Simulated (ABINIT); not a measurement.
# Quasiparticle gap of SiC (Moissanite) in ABINIT, part 2 of 3

Aim: the G0W0 gap of SiC (Moissanite) on LDA, step by step.

ABINIT 10.8.3; LDA and many-body steps on it, plane waves. Known limits of the many-body steps: not at the basis limit; coarse k mesh.

So far. Step 2 (Ground state): The gap is indirect, with the least direct gap 1.77 eV higher.

### Step 3. Bands along the symmetry lines

Level of this step: DFT, LDA, plane waves, norm-conserving pseudopotentials (ABINIT).

Levels along a band path, at the cheap level, show where the edges lie and whether the meshes to come will hold them.

Input file run.abi:

```
acell 3*1.0 Angstrom
rprim 
  3.075999999976 0.000000000005 0.000000000000
  -1.537999999993 2.663894142018 0.000000000000
  0.000000000000 0.000000000000 5.048000000000
ntypat 2
znucl 14 6
natom 4
typat 1 1 2 2
xred 
  0.333333333333 0.666666666667 0.000000000000
  0.666666666667 0.333333333333 0.500000000000
  0.333333333333 0.666666666667 0.385000000000
  0.666666666667 0.333333333333 0.885000000000
pp_dirpath "pseudos"
pseudos "Si.upf, C.upf"
ecut 37
iscf -2
irdden 1
kptopt 0
nkpt 75
kpt 
  0.00000000 0.00000000 0.00000000
  0.06250000 0.00000000 0.00000000
  0.12500000 0.00000000 0.00000000
  0.18750000 0.00000000 0.00000000
  0.25000000 0.00000000 0.00000000
  0.31250000 0.00000000 0.00000000
  0.37500000 0.00000000 0.00000000
  0.43750000 0.00000000 0.00000000
  0.50000000 0.00000000 0.00000000
  0.47916667 0.04166667 0.00000000
  0.45833333 0.08333333 0.00000000
  0.43750000 0.12500000 0.00000000
  0.41666666 0.16666666 0.00000000
  0.39583333 0.20833333 0.00000000
  0.37500000 0.25000000 0.00000000
  0.35416666 0.29166666 0.00000000
  0.33333333 0.33333333 0.00000000
  0.29166666 0.29166666 0.00000000
  0.25000000 0.25000000 0.00000000
  0.20833333 0.20833333 0.00000000
  0.16666666 0.16666666 0.00000000
  0.12500000 0.12500000 0.00000000
  0.08333333 0.08333333 0.00000000
  0.04166667 0.04166667 0.00000000
  0.00000000 0.00000000 0.00000000
  0.00000000 0.00000000 0.06250000
  0.00000000 0.00000000 0.12500000
  0.00000000 0.00000000 0.18750000
  0.00000000 0.00000000 0.25000000
  0.00000000 0.00000000 0.31250000
  0.00000000 0.00000000 0.37500000
  0.00000000 0.00000000 0.43750000
  0.00000000 0.00000000 0.50000000
  0.06250000 0.00000000 0.50000000
  0.12500000 0.00000000 0.50000000
  0.18750000 0.00000000 0.50000000
  0.25000000 0.00000000 0.50000000
  0.31250000 0.00000000 0.50000000
  0.37500000 0.00000000 0.50000000
  0.43750000 0.00000000 0.50000000
  0.50000000 0.00000000 0.50000000
  0.47916667 0.04166667 0.50000000
  0.45833333 0.08333333 0.50000000
  0.43750000 0.12500000 0.50000000
  0.41666666 0.16666666 0.50000000
  0.39583333 0.20833333 0.50000000
  0.37500000 0.25000000 0.50000000
  0.35416666 0.29166666 0.50000000
  0.33333333 0.33333333 0.50000000
  0.29166666 0.29166666 0.50000000
  0.25000000 0.25000000 0.50000000
  0.20833333 0.20833333 0.50000000
  0.16666666 0.16666666 0.50000000
  0.12500000 0.12500000 0.50000000
  0.08333333 0.08333333 0.50000000
  0.04166667 0.04166667 0.50000000
  0.00000000 0.00000000 0.50000000
  0.50000000 0.00000000 0.50000000
  0.50000000 0.00000000 0.43750000
  0.50000000 0.00000000 0.37500000
  0.50000000 0.00000000 0.31250000
  0.50000000 0.00000000 0.25000000
  0.50000000 0.00000000 0.18750000
  0.50000000 0.00000000 0.12500000
  0.50000000 0.00000000 0.06250000
  0.50000000 -0.00000000 0.00000000
  0.33333333 0.33333333 0.50000000
  0.33333333 0.33333333 0.43750000
  0.33333333 0.33333333 0.37500000
  0.33333333 0.33333333 0.31250000
  0.33333333 0.33333333 0.25000000
  0.33333333 0.33333333 0.18750000
  0.33333333 0.33333333 0.12500000
  0.33333333 0.33333333 0.06250000
  0.33333333 0.33333333 0.00000000
istwfk *1
nband 15
nbdbuf 2
tolwfr 1e-08
nstep 40
prtwf 0
prtvol 0
indata_prefix "in"
outdata_prefix "out"
tmpdata_prefix "tmp"
```

Command:

```console
$ OMP_NUM_THREADS=1 mpirun -n 4 abinit run.abi > log
```

Numbers of over 12 decimals in the logs are rounded to 6 here.

Log:

```text
.Version 10.8.3 of ABINIT. v10.8.2 released Aug 2026.

 Symmetries : space group P6_3 m c (#186); Bravais hP (primitive hexag.)
[... echo of the input left out ...]
== DATASET  1 ==================================================================
-   mpi_nproc: 4, omp_nthreads: 1 (-1 if OMP is not activated)

--- !DatasetInfo
iteration_state: {dtset: 1, }
dimensions: {natom: 4, nkpt: 75, mband: 15, nsppol: 1, nspinor: 1, nspden: 1, mpw: 3033, }
cutoff_energies: {ecut:  37.0, pawecutdg:  -1.0, }
electrons: {nelect:   1.60000000E+01, charge:   0.00000000E+00, occopt:   1.00000000E+00, tsmear:   1.00000000E-02, }

 Real(R)+Recip(G) space primitive vectors, cartesian coordinates (Bohr,Bohr^-1):
 R(1)=  5.8127976  0.0000000  0.0000000  G(1)=  0.1720342  0.0993240  0.0000000
 R(2)= -2.9063988  5.0340304  0.0000000  G(2)=  0.0000000  0.1986480  0.0000000
 R(3)=  0.0000000  0.0000000  9.5393375  G(3)=  0.0000000  0.0000000  0.1048291
 Unit cell volume ucvol=  2.7913818E+02 bohr^3
 Angles (23,13,12)=  9.00000000E+01  9.00000000E+01  1.20000000E+02 degrees

 getcut: wavevector=  0.0000  0.0000  0.0000  ngfft=  32  32  54
         ecut(hartree)=     37.000   => boxcut(ratio)=   2.01048

--- Pseudopotential description ------------------------------------------------
- Si Generated using ONCVPSP code by D. R. Hamann
- 14.00000   4.00000  180309                  znucl, zion, pspdat
12 -1012 2 -1 1510                            pspcod,pspxc,lmax,lloc,mmax
     nproj     2     2     2
  pspatm : epsatm=    6.67003958
         --- l  ekb(1:nproj) -->
             0    5.565958    0.856966
             1    2.726111    0.629828
             2   -2.124804   -0.444604
 pspatm: atomic psp has been read  and splines computed

- C Generated using ONCVPSP code by D. R. Hamann
-  6.00000   4.00000  180309                  znucl, zion, pspdat
12 -1012 1 -1 1234                            pspcod,pspxc,lmax,lloc,mmax
     nproj     2     2     0
  pspatm : epsatm=    4.35103003
         --- l  ekb(1:nproj) -->
[...]
pspatm: atomic psp has been read  and splines computed

--------------------------------------------------------------------------------

================================================================================
 prteigrs : about to open file out_EIG
 Non-SCF case, kpt    1 (  0.00000  0.00000  0.00000), residuals and eigenvalues=
  2.58E-09  2.79E-09  8.47E-09  1.66E-09  9.88E-09  1.27E-09  9.38E-09  4.70E-09
  6.71E-09  6.55E-09  7.28E-09  9.61E-09  4.33E-09  8.08E-09  1.18E-07
 -3.0269E-01 -1.7224E-01 -4.8163E-02  2.1498E-01  2.1498E-01  2.6212E-01
  2.6212E-01  2.7216E-01  4.4056E-01  4.9390E-01  5.0767E-01  5.0767E-01
[...]
Non-SCF case, kpt    2 (  0.06250  0.00000  0.00000), residuals and eigenvalues=
  2.77E-09  3.29E-09  5.00E-09  6.75E-09  6.42E-09  4.70E-09  8.43E-09  2.51E-09
[...]
Non-SCF case, kpt   74 (  0.33333  0.33333  0.06250), residuals and eigenvalues=
[...]
Non-SCF case, kpt   75 (  0.33333  0.33333  0.00000), residuals and eigenvalues=
[...]
-1.3474E-01 -1.3474E-01  1.5955E-02  3.3790E-02  3.3790E-02  1.2031E-01
  1.2329E-01  1.2329E-01  3.5382E-01  5.6105E-01  5.8651E-01  5.8651E-01
[...]
--- !ResultsGS
iteration_state: {dtset: 1, }
comment   : Summary of ground state results
lattice_vectors:
- [  5.8127976,   0.0000000,   0.0000000, ]
- [ -2.9063988,   5.0340304,   0.0000000, ]
- [  0.0000000,   0.0000000,   9.5393375, ]
lattice_lengths: [   5.81280,    5.81280,    9.53934, ]
lattice_angles: [ 90.000,  90.000, 120.000, ] # degrees, (23, 13, 12)
lattice_volume:   2.7913818E+02
convergence: {deltae:  0.000E+00, res2:  0.000E+00, residm:  9.994E-09, diffor:  0.000E+00, }
etotal    :  -2.06308825E+01
entropy   :   0.00000000E+00
fermie    :   2.72164904E-01
cartesian_stress_tensor: null
pressure_GPa: null
xred      :
- [  3.3333E-01,   6.6667E-01,   0.0000E+00, Si]
- [  6.6667E-01,   3.3333E-01,   5.0000E-01, Si]
- [  3.3333E-01,   6.6667E-01,   3.8500E-01,  C]
- [  6.6667E-01,   3.3333E-01,   8.8500E-01,  C]
cartesian_forces: null
force_length_stats: {min: null, max: null, mean: null, }

 Integrated electronic density in atomic spheres:
 ------------------------------------------------
 Atom  Sphere_radius  Integrated_density
[...]
================================================================================

 ----iterations are completed or convergence reached----

 Mean square residual over all n,k,spin=   53.196E-10; max=  99.936E-10
 reduced coordinates (array xred) for    4 atoms
[...]
0.333333333333      0.666666666667      0.385000000000
       0.666666666667      0.333333333333      0.885000000000

 cartesian coordinates (angstrom) at end:
    1     -3.33e-12     1.775929     0.000000
    2      1.538000     0.887965     2.524000
    3     -3.33e-12     1.775929     1.943480
    4      1.538000     0.887965     4.467480
 length scales=  1.889726125908  1.889726125908  1.889726125908 bohr
              =  1.000000000000  1.000000000000  1.000000000000 angstroms
 prteigrs : about to open file out_EIG
 Eigenvalues (hartree) for nkpt=  75  k points:
 kpt#   1, nband= 15, wtk=  1.00000, kpt=  0.0000  0.0000  0.0000 (reduced coord)
[...]
kpt#   2, nband= 15, wtk=  1.00000, kpt=  0.0625  0.0000  0.0000 (reduced coord)
[...]
kpt#   3, nband= 15, wtk=  1.00000, kpt=  0.1250  0.0000  0.0000 (reduced coord)
[...]
kpt#  74, nband= 15, wtk=  1.00000, kpt=  0.3333  0.3333  0.0625 (reduced coord)
  -0.13437   -0.13437    0.01661    0.03066    0.03066    0.11850    0.12730    0.12730
   0.35690    0.56058    0.57423    0.57423    0.61965    0.61965    0.69424
 kpt#  75, nband= 15, wtk=  1.00000, kpt=  0.3333  0.3333  0.0000 (reduced coord)
  -0.13474   -0.13474    0.01596    0.03379    0.03379    0.12031    0.12329    0.12329
   0.35382    0.56105    0.58651    0.58651    0.61282    0.61282    0.69027

== END DATASET(S) ==============================================================
================================================================================

 -outvars: echo values of variables after computation  --------
            nband          15
             nkpt          75
          spgroup         186
 [... the other variables as echoed above ...]

 Calculation completed.
```

It took 11 s on 4 MPI ranks of Intel Xeon Platinum 8559C (Emerald Rapids), shared host; peak memory 0.32 GiB.

This step gave:

```yaml
gap: 2.222 eV
k_of_the_valence_top: 0, 0, 0
k_of_the_conduction_bottom: 0.3333, 0.3333, 0
least_direct_gap: 3.994 eV
```

The gap is 2.222 eV, as in the run before at this level.

Electronic bands along the path, in eV, zero at the top of the highest filled band; v1 is the highest filled band, c1 the lowest empty one:

| point | v4 | v3 | v2 | v1 | c1 | c2 | c3 | c4 |
| --- | --- | --- | --- | --- | --- | --- | --- | --- |
| Γ | -1.56 | -0.27 | -0.27 | 0.00 | 4.58 | 6.03 | 6.41 | 6.41 |
| halfway | -3.19 | -2.75 | -0.93 | -0.90 | 3.80 | 5.65 | 6.94 | 7.61 |
| M | -5.45 | -3.55 | -3.29 | -1.49 | 2.50 | 4.13 | 6.68 | 7.14 |
| halfway | -5.50 | -4.80 | -3.36 | -2.83 | 3.17 | 4.87 | 7.43 | 8.21 |
| K | -6.49 | -4.13 | -4.05 | -4.05 | 2.22 | 7.86 | 8.55 | 8.55 |
| halfway | -4.34 | -3.06 | -1.74 | -1.18 | 5.01 | 5.55 | 6.72 | 6.87 |
| Γ | -1.56 | -0.27 | -0.27 | 0.00 | 4.58 | 6.03 | 6.41 | 6.41 |
| halfway | -1.39 | -1.39 | -0.49 | -0.49 | 4.86 | 6.53 | 6.53 | 6.77 |
| A | -0.96 | -0.96 | -0.96 | -0.96 | 5.65 | 5.65 | 7.08 | 7.08 |
| halfway | -3.08 | -3.08 | -1.96 | -1.96 | 4.28 | 4.28 | 7.04 | 7.04 |
| L | -2.69 | -2.69 | -2.34 | -2.34 | 3.11 | 3.11 | 4.90 | 4.90 |
| halfway | -4.47 | -4.47 | -1.95 | -1.95 | 4.07 | 4.07 | 6.02 | 6.02 |
| H | -5.89 | -5.89 | -1.76 | -1.76 | 4.77 | 4.77 | 5.87 | 5.87 |
| halfway | -3.20 | -3.20 | -2.66 | -2.66 | 4.95 | 4.95 | 7.25 | 7.25 |
| A | -0.96 | -0.96 | -0.96 | -0.96 | 5.65 | 5.65 | 7.08 | 7.08 |
| jump to L | -2.69 | -2.69 | -2.34 | -2.34 | 3.11 | 3.11 | 4.90 | 4.90 |
| halfway | -4.17 | -3.32 | -2.35 | -1.90 | 2.84 | 3.13 | 6.32 | 6.75 |
| M | -5.45 | -3.55 | -3.29 | -1.49 | 2.50 | 4.13 | 6.68 | 7.14 |
| jump to H | -5.89 | -5.89 | -1.76 | -1.76 | 4.77 | 4.77 | 5.87 | 5.87 |
| halfway | -6.69 | -4.78 | -2.85 | -2.85 | 3.41 | 6.28 | 6.28 | 7.56 |
| K | -6.49 | -4.13 | -4.05 | -4.05 | 2.22 | 7.86 | 8.55 | 8.55 |

### Step 4. Empty states on the mesh, 3×3×2 mesh, 43 bands

The sums over transitions need many empty states on a uniform mesh; this step solves for them.

Input file run.abi:

```
acell 3*1.0 Angstrom
rprim 
  3.075999999976 0.000000000005 0.000000000000
  -1.537999999993 2.663894142018 0.000000000000
  0.000000000000 0.000000000000 5.048000000000
ntypat 2
znucl 14 6
natom 4
typat 1 1 2 2
xred 
  0.333333333333 0.666666666667 0.000000000000
  0.666666666667 0.333333333333 0.500000000000
  0.333333333333 0.666666666667 0.385000000000
  0.666666666667 0.333333333333 0.885000000000
pp_dirpath "pseudos"
pseudos "Si.upf, C.upf"
ecut 37
ngkpt 3 3 2
nshiftk 1
shiftk 0 0 0
kptopt 1
chksymbreak 0
iscf -2
irdden 1
istwfk *1
nband 43
nbdbuf 4
tolwfr 1e-09
nstep 60
prtvol 0
indata_prefix "in"
outdata_prefix "out"
tmpdata_prefix "tmp"
```

Log:

```text
.Version 10.8.3 of ABINIT. v10.8.2 released Aug 2026.

 Symmetries : space group P6_3 m c (#186); Bravais hP (primitive hexag.)
[... echo of the input left out ...]
== DATASET  1 ==================================================================
-   mpi_nproc: 4, omp_nthreads: 1 (-1 if OMP is not activated)

--- !DatasetInfo
iteration_state: {dtset: 1, }
dimensions: {natom: 4, nkpt: 6, mband: 43, nsppol: 1, nspinor: 1, nspden: 1, mpw: 3018, }
cutoff_energies: {ecut:  37.0, pawecutdg:  -1.0, }
electrons: {nelect:   1.60000000E+01, charge:   0.00000000E+00, occopt:   1.00000000E+00, tsmear:   1.00000000E-02, }

 Real(R)+Recip(G) space primitive vectors, cartesian coordinates (Bohr,Bohr^-1):
 R(1)=  5.8127976  0.0000000  0.0000000  G(1)=  0.1720342  0.0993240  0.0000000
 R(2)= -2.9063988  5.0340304  0.0000000  G(2)=  0.0000000  0.1986480  0.0000000
 R(3)=  0.0000000  0.0000000  9.5393375  G(3)=  0.0000000  0.0000000  0.1048291
 Unit cell volume ucvol=  2.7913818E+02 bohr^3
 Angles (23,13,12)=  9.00000000E+01  9.00000000E+01  1.20000000E+02 degrees

 getcut: wavevector=  0.0000  0.0000  0.0000  ngfft=  32  32  54
         ecut(hartree)=     37.000   => boxcut(ratio)=   2.01048

--- Pseudopotential description ------------------------------------------------
- Si Generated using ONCVPSP code by D. R. Hamann
- 14.00000   4.00000  180309                  znucl, zion, pspdat
12 -1012 2 -1 1510                            pspcod,pspxc,lmax,lloc,mmax
     nproj     2     2     2
  pspatm : epsatm=    6.67003958
         --- l  ekb(1:nproj) -->
             0    5.565958    0.856966
             1    2.726111    0.629828
             2   -2.124804   -0.444604
 pspatm: atomic psp has been read  and splines computed

- C Generated using ONCVPSP code by D. R. Hamann
-  6.00000   4.00000  180309                  znucl, zion, pspdat
12 -1012 1 -1 1234                            pspcod,pspxc,lmax,lloc,mmax
     nproj     2     2     0
  pspatm : epsatm=    4.35103003
         --- l  ekb(1:nproj) -->
[...]
pspatm: atomic psp has been read  and splines computed

--------------------------------------------------------------------------------

================================================================================
 prteigrs : about to open file out_EIG
 Non-SCF case, kpt    1 (  0.00000  0.00000  0.00000), residuals and eigenvalues=
  8.33E-10  2.80E-10  5.52E-10  1.93E-10  4.32E-10  3.50E-10  6.86E-10  1.59E-10
  8.61E-11  1.06E-10  1.54E-10  6.63E-10  9.58E-10  9.21E-11  1.84E-10  2.15E-10
  1.82E-10  3.24E-10  8.07E-10  2.54E-10  8.85E-10  2.38E-10  2.18E-10  2.00E-10
[...]
-3.0269E-01 -1.7224E-01 -4.8163E-02  2.1498E-01  2.1498E-01  2.6212E-01
  2.6212E-01  2.7216E-01  4.4056E-01  4.9390E-01  5.0767E-01  5.0767E-01
  5.4654E-01  5.8860E-01  5.8860E-01  6.8274E-01  6.8959E-01  6.8959E-01
  7.2897E-01  8.2176E-01  8.2176E-01  8.7136E-01  9.0002E-01  1.0127E+00
  1.0127E+00  1.0165E+00  1.1927E+00  1.1927E+00  1.2654E+00  1.2977E+00
  1.2977E+00  1.3732E+00  1.4107E+00  1.4107E+00  1.4710E+00  1.5637E+00
  1.5637E+00  1.5655E+00  1.6271E+00  1.6379E+00  1.6379E+00  1.6612E+00
  1.8166E+00
 prteigrs : prtvol=0 or 1, do not print more k-points.

--- !ResultsGS
iteration_state: {dtset: 1, }
comment   : Summary of ground state results
lattice_vectors:
- [  5.8127976,   0.0000000,   0.0000000, ]
- [ -2.9063988,   5.0340304,   0.0000000, ]
- [  0.0000000,   0.0000000,   9.5393375, ]
lattice_lengths: [   5.81280,    5.81280,    9.53934, ]
lattice_angles: [ 90.000,  90.000, 120.000, ] # degrees, (23, 13, 12)
lattice_volume:   2.7913818E+02
convergence: {deltae:  0.000E+00, res2:  0.000E+00, residm:  9.975E-10, diffor:  0.000E+00, }
etotal    :  -2.06308825E+01
entropy   :   0.00000000E+00
fermie    :   2.72164904E-01
cartesian_stress_tensor: null
pressure_GPa: null
xred      :
- [  3.3333E-01,   6.6667E-01,   0.0000E+00, Si]
- [  6.6667E-01,   3.3333E-01,   5.0000E-01, Si]
- [  3.3333E-01,   6.6667E-01,   3.8500E-01,  C]
- [  6.6667E-01,   3.3333E-01,   8.8500E-01,  C]
cartesian_forces: null
force_length_stats: {min: null, max: null, mean: null, }

 Integrated electronic density in atomic spheres:
 ------------------------------------------------
 Atom  Sphere_radius  Integrated_density
[...]
================================================================================

 ----iterations are completed or convergence reached----

 Mean square residual over all n,k,spin=   43.225E-11; max=  99.745E-11
 reduced coordinates (array xred) for    4 atoms
[...]
0.666666666667      0.333333333333      0.885000000000

 cartesian coordinates (angstrom) at end:
    1     -3.33e-12     1.775929     0.000000
    2      1.538000     0.887965     2.524000
    3     -3.33e-12     1.775929     1.943480
    4      1.538000     0.887965     4.467480
 length scales=  1.889726125908  1.889726125908  1.889726125908 bohr
              =  1.000000000000  1.000000000000  1.000000000000 angstroms
 prteigrs : about to open file out_EIG
 Eigenvalues (hartree) for nkpt=   6  k points:
 kpt#   1, nband= 43, wtk=  0.05556, kpt=  0.0000  0.0000  0.0000 (reduced coord)
[...]
1.01266    1.01652    1.19268    1.19268    1.26544    1.29772    1.29772    1.37322
   1.41065    1.41065    1.47104    1.56373    1.56373    1.56549    1.62707    1.63792
   1.63792    1.66116    1.81661
 prteigrs : prtvol=0 or 1, do not print more k-points.

== END DATASET(S) ==============================================================
================================================================================

 -outvars: echo values of variables after computation  --------
            nband          43
             nkpt           6
          spgroup         186
 [... the other variables as echoed above ...]

 Calculation completed.
```

Run time: 5.2 s. Hardware: 4 MPI ranks; peak memory 0.28 GiB; 20 s of CPU time.

Numbers from this step:

| Property | Result |
| --- | --- |
| gap | 2.222 eV |
| k of the valence top | 0, 0, 0 |
| k of the conduction bottom | 0.3333, 0.3333, 0 |
| least direct gap | 4.311 eV |
| k points computed | 6 |
| lowest point of the top converged band, above the valence top | 34.39 eV |

On this mesh the gap is 2.222 eV.

(Continued in part 3 of 3.)

[Paths, hosts, dates, memory and timing lines, banners, echoed tables and standing remarks are left out of the program output.]

[Logs are printed without paths, hosts, clocks, repeated set-up lines and the standing remarks that a program may print on its own settings, such as how far it seeks lower states.]

[Runs of the session that timed out or met a known fault of the program may be left out.]

[Hosts, paths, dates, database ids (printed as entryN), source tags and the programs' standing remarks are cut or masked in the printed files.]

[G0W0 gaps are taken among the corrected bands and points alone; a level outside them can change the order at an edge.]

[Where Ansatz stands beside ABINIT at settings called matched, ABINIT's density can come from a denser mesh and the files from another edition; pairs whose starting gaps differed by over 0.03 eV were left out, so agreement reads better than it is.]
